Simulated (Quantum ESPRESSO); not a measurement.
# AlN (F-43m): the optical phonon under strain

Aim: the phonon deformation potentials p and q of AlN (F-43m), tested on a biaxially strained cell.

Method: DFT LDA, scalar-relativistic, plane waves, GBRV ultrasoft pseudopotentials, in Quantum ESPRESSO 7.5.

**1. The relaxed structure**

It takes space group F-43m (No. 216, cubic). Conventional cell: a = 4.349 Å, b = 4.349 Å, c = 4.349 Å, α = 90.00°, β = 90.00°, γ = 90.00°. Al has 4 N at 1.88 Å nearest. Nearest to N lie 4 Al at 1.88 Å. Farther neighbours and most contacts between anions are not listed.

As a file:

```
Al N
1.0
    -2.17428    0.00000    2.17428
     0.00000    2.17428    2.17428
    -2.17428    2.17428    0.00000
Al N
1 1
Direct
  0.00000 0.00000 0.00000
  0.75000 0.75000 0.75000
```

This is the cell after its relaxation at this level of theory, not the database cell from which that began.

**2. Uniaxial strain**

The relaxed cell is stretched along z alone. This keeps all atoms on sites fixed by symmetry and splits the threefold mode into a singlet, polarised along z, and a doublet. The macroscopic field is left out, so these are transverse modes. Cutoff 55 Ry, k mesh 8×8×8.

From the response at ε_zz = 0.01:

Output:

```text
[banners, grids, parts of the stress and lines that vanish by symmetry left out]
Program PHONON v.7.5
     Reading xml data from directory:

[...]
Exchange-correlation= PZ
                           (   1   1   0   0   0   0   0)
[...]
kinetic-energy cut-off    =      55.0000  Ry
     charge density cut-off    =     440.0000  Ry
     convergence threshold     =      1.0E-18
[...]
Exchange-correlation= PZ
                           (   1   1   0   0   0   0   0)
[...]
q = (   0.0000000   0.0000000   0.0000000 )
      9 Sym.Ops. (with q -> -q+G )
     G cutoff =  380.0969  (  21915 G-vectors)     FFT grid: ( 40, 40, 40)
     G cutoff =  190.0485  (   7751 G-vectors)  smooth grid: ( 27, 27, 27)
     number of k points=    59
[...]
Mode symmetry, D_2d (-42m) point group:
[...]
Representation #   1 mode #   1
[...]
End of self-consistent calculation
     Convergence has been achieved
     Representation #   2 mode #   2
[...]
End of self-consistent calculation
     Convergence has been achieved
     Representation #   3 modes #   3   4
[...]
End of self-consistent calculation
     Convergence has been achieved
     Representation #   4 modes #   5   6
[...]
End of self-consistent calculation
     Convergence has been achieved
[...]
q = (    0.000000000   0.000000000   0.000000000 )
[...]
freq (    1) =      -0.279114 [THz] =      -9.310243 [cm-1]
     freq (    2) =      -0.265017 [THz] =      -8.840010 [cm-1]
     freq (    3) =      -0.265017 [THz] =      -8.840010 [cm-1]
     freq (    4) =      19.671197 [THz] =     656.160509 [cm-1]
     freq (    5) =      19.671197 [THz] =     656.160509 [cm-1]
     freq (    6) =      19.810491 [THz] =     660.806858 [cm-1]
[...]
Mode symmetry, D_2d (-42m) point group:
     freq (   1-   1) =         -9.3  [cm-1]   --> B_2  X_3  W_2   I+R
     freq (   2-   3) =         -8.8  [cm-1]   --> E    X_5  W_3   I+R
     freq (   4-   5) =        656.2  [cm-1]   --> E    X_5  W_3   I+R
     freq (   6-   6) =        660.8  [cm-1]   --> B_2  X_3  W_2   I+R

   JOB DONE.
```

```
  ε_zz  singlet (cm⁻¹)  doublet (cm⁻¹)  σ_zz (GPa)  σ_xx (GPa)
 -0.01          673.68          678.85      -2.890      -1.601
-0.005          670.62          673.14      -1.381      -0.724
     0          667.44          667.44       0.122       0.122
 0.005          664.17          661.79       1.620       0.938
  0.01          660.81          656.16       3.112       1.725
```

Stress is counted positive in tension.

**3. The fit**

To first order ω² − ω₀² = p ε_zz + q (ε_xx + ε_yy) for the mode along z, and likewise for x and y. With ε_zz alone the singlet gives p and the doublet q.

The linear terms of parabolas through ω² are p = -1.93 ω₀² and q = -3.40 ω₀², with ω₀ = 667.4 cm⁻¹. Those of the stresses are C11 = 300 GPa and C12 = 166 GPa. Under hydrostatic strain p and q imply γ = −(p + 2q)/(6 ω₀²) = 1.45.

A layer held to an in-plane strain ε and free along z takes ε_zz = −2 (C12/C11) ε = -1.108 ε. To first order the singlet then shifts by (q − p C12/C11) ε / ω₀ = -1556 ε cm⁻¹. For ε = 0.004, ε_zz = -0.00443, the formulas for ω² predict 661.18 cm⁻¹ for the singlet and 665.35 cm⁻¹ for the doublet.

**4. A biaxially strained cell**

This run was no part of the fit.

Output:

```text
[banners, grids, parts of the stress and lines that vanish by symmetry left out]
[banner, memory and clock lines left out]
Program PHONON v.7.5

[...]
Exchange-correlation= PZ
                           (   1   1   0   0   0   0   0)
[...]
kinetic-energy cut-off    =      55.0000  Ry
     charge density cut-off    =     440.0000  Ry
     convergence threshold     =      1.0E-18
[...]
Exchange-correlation= PZ
                           (   1   1   0   0   0   0   0)
[...]
q = (   0.0000000   0.0000000   0.0000000 )
      9 Sym.Ops. (with q -> -q+G )
     G cutoff =  376.1598  (  21819 G-vectors)     FFT grid: ( 40, 40, 40)
     G cutoff =  188.0799  (   7727 G-vectors)  smooth grid: ( 27, 27, 27)
     number of k points=    59
[...]
Mode symmetry, D_2d (-42m) point group:
[...]
Representation #   1 mode #   1
[...]
End of self-consistent calculation
     Convergence has been achieved
     Representation #   2 mode #   2
[...]
End of self-consistent calculation
     Convergence has been achieved
     Representation #   3 modes #   3   4
[...]
End of self-consistent calculation
     Convergence has been achieved
     Representation #   4 modes #   5   6
[...]
End of self-consistent calculation
     Convergence has been achieved
[...]
q = (    0.000000000   0.000000000   0.000000000 )
[...]
freq (    1) =      -0.254206 [THz] =      -8.479391 [cm-1]
     freq (    2) =      -0.254206 [THz] =      -8.479391 [cm-1]
     freq (    3) =      -0.253795 [THz] =      -8.465700 [cm-1]
     freq (    4) =      19.822228 [THz] =     661.198371 [cm-1]
     freq (    5) =      19.944825 [THz] =     665.287743 [cm-1]
     freq (    6) =      19.944825 [THz] =     665.287743 [cm-1]
[...]
Mode symmetry, D_2d (-42m) point group:
     freq (   1-   1) =         -8.5  [cm-1]   --> B_2  X_3  W_2   I+R
     freq (   2-   3) =         -8.5  [cm-1]   --> E    X_5  W_3   I+R
     freq (   4-   4) =        661.2  [cm-1]   --> B_2  X_3  W_2   I+R
     freq (   5-   6) =        665.3  [cm-1]   --> E    X_5  W_3   I+R
```

```
   mode  predicted (cm⁻¹)  run (cm⁻¹)
singlet            661.18      661.20
doublet            665.35      665.29
```

The stress along z is 0.136 GPa and that in the plane 1.238 GPa; the unstrained cell carries 0.122 GPa.

**5. What came out**

- p (in units of the squared frequency): -1.929
- q (same units): -3.400
- shift of the singlet per unit of biaxial strain: -1556 cm⁻¹
- C11 and C12: 300 and 166 GPa

In words: To first order, one per cent of tensile biaxial strain moves the singlet of AlN (F-43m) by -15.6 cm⁻¹ and the doublet by -5.2 cm⁻¹; the formulas miss the test run by up to 0.06 cm⁻¹. In backscattering from (001) the mode polarised along z is the one seen in diamond and zinc-blende crystals; in a polar crystal it is the LO mode, whose potentials differ somewhat from these. The third potential, r, needs shear strain and a relaxation of the atoms, which was not run. These are harmonic values at zero temperature.

[Host names and launcher messages were left out of these logs when they were recorded.]

[Logs are printed without paths, hosts, clocks, repeated set-up lines and the standing remarks that a program may print on its own settings, such as how far it seeks lower states.]

[Hosts, paths, dates, database ids (printed as entryN), source tags and the programs' standing remarks are cut or masked in the printed files.]
